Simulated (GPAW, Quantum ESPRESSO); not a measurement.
Two runs for the N K edge of atom 2 in TaN (Fm-3m). Run A: Quantum ESPRESSO XSpectra, PBE, excited-electron core hole (neutral cell), 16-atom cell with 6.2 Å between holes, 6×6×6 k points, dipole transitions, Lorentzian half width 0.4 eV, without spin-orbit coupling. Run B differs in one choice.

Energy from the energy zero of the input (xe0, at the border of filled and empty states); intensity scaled to a mean of 1 over the first 20 eV:

| E (eV) | A | B |
| --- | --- | --- |
| -2.0 | 0.09 | 0.07 |
| -1.5 | 0.12 | 0.09 |
| -1.0 | 0.18 | 0.13 |
| -0.5 | 0.31 | 0.24 |
| 0.0 | 0.79 | 0.66 |
| 0.5 | 1.40 | 1.43 |
| 1.0 | 1.81 | 1.84 |
| 1.5 | 2.09 | 2.21 |
| 2.0 | 1.72 | 1.71 |
| 2.5 | 1.33 | 1.26 |
| 3.0 | 1.23 | 1.16 |
| 3.5 | 1.31 | 1.27 |
| 4.0 | 1.30 | 1.24 |
| 4.5 | 1.35 | 1.29 |
| 5.0 | 1.58 | 1.53 |
| 5.5 | 1.59 | 1.56 |
| 6.0 | 2.02 | 1.88 |
| 6.5 | 2.18 | 1.94 |
| 7.0 | 1.79 | 1.69 |
| 7.5 | 1.58 | 1.54 |
| 8.0 | 1.78 | 1.46 |
| 8.5 | 1.10 | 1.20 |
| 9.0 | 0.97 | 1.08 |
| 9.5 | 1.24 | 1.10 |
| 10.0 | 1.28 | 1.07 |
| 10.5 | 1.08 | 0.95 |
| 11.0 | 0.78 | 0.80 |
| 11.5 | 0.54 | 0.68 |
| 12.0 | 0.47 | 0.61 |
| 12.5 | 0.50 | 0.58 |
| 13.0 | 0.53 | 0.56 |
| 13.5 | 0.49 | 0.54 |
| 14.0 | 0.45 | 0.53 |
| 14.5 | 0.50 | 0.53 |
| 15.0 | 0.62 | 0.53 |
| 15.5 | 0.74 | 0.50 |
| 16.0 | 0.48 | 0.46 |
| 16.5 | 0.24 | 0.41 |
| 17.0 | 0.16 | 0.37 |
| 17.5 | 0.14 | 0.36 |
| 18.0 | 0.14 | 0.36 |
| 18.5 | 0.17 | 0.37 |
| 19.0 | 0.24 | 0.40 |
| 19.5 | 0.40 | 0.43 |
| 20.0 | 0.54 | 0.45 |
| 20.5 | 0.52 | 0.48 |
| 21.0 | 0.43 | 0.50 |
| 21.5 | 0.35 | 0.52 |
| 22.0 | 0.36 | 0.55 |
| 22.5 | 0.38 | 0.59 |
| 23.0 | 0.54 | 0.64 |
| 23.5 | 1.05 | 0.68 |
| 24.0 | 1.09 | 0.73 |
| 24.5 | 0.77 | 0.76 |
| 25.0 | 0.70 | 0.80 |
| 25.5 | 0.82 | 0.84 |
| 26.0 | 1.12 | 0.88 |
| 26.5 | 1.39 | 0.91 |
| 27.0 | 1.78 | 0.93 |
| 27.5 | 1.83 | 0.93 |
| 28.0 | 1.66 | 0.91 |
| 28.5 | 1.36 | 0.86 |
| 29.0 | 1.02 | 0.80 |
| 29.5 | 0.70 | 0.74 |
| 30.0 | 0.52 | 0.67 |
| 30.5 | 0.45 | 0.61 |
| 31.0 | 0.36 | 0.57 |
| 31.5 | 0.30 | 0.53 |
| 32.0 | 0.27 | 0.50 |

What was changed?
a) the volume of the cell
b) the k mesh of the field
c) the broadening
d) the plane-wave cutoff

(c): run B changes the broadening from Lorentzian half width 0.4 eV to Lorentzian half width 0.3 eV up to 4 eV, rising linearly to 2.5 eV at 25 eV. The scaled spectrum changes by 13 % r.m.s. Another feature, at 1.5 eV (2.22), becomes the highest below 16 eV; the one at 6.4 eV (2.21) is now at 6.3 eV (1.97). Other settings could leave a like mark; this is the one that was changed.

[Hosts, paths, dates, database ids (printed as entryN), source tags and the programs' standing remarks are cut or masked in the printed files.]

[Lists of maxima count a maximum above −3 eV only where it reaches 4 % of the highest in the window and stands out from its surroundings by 2 % of it (1.5 % where it reaches 55 %); shoulders and weaker maxima are passed over, and of the rest the first, up to two pre-edge ones and the few strongest are named.]
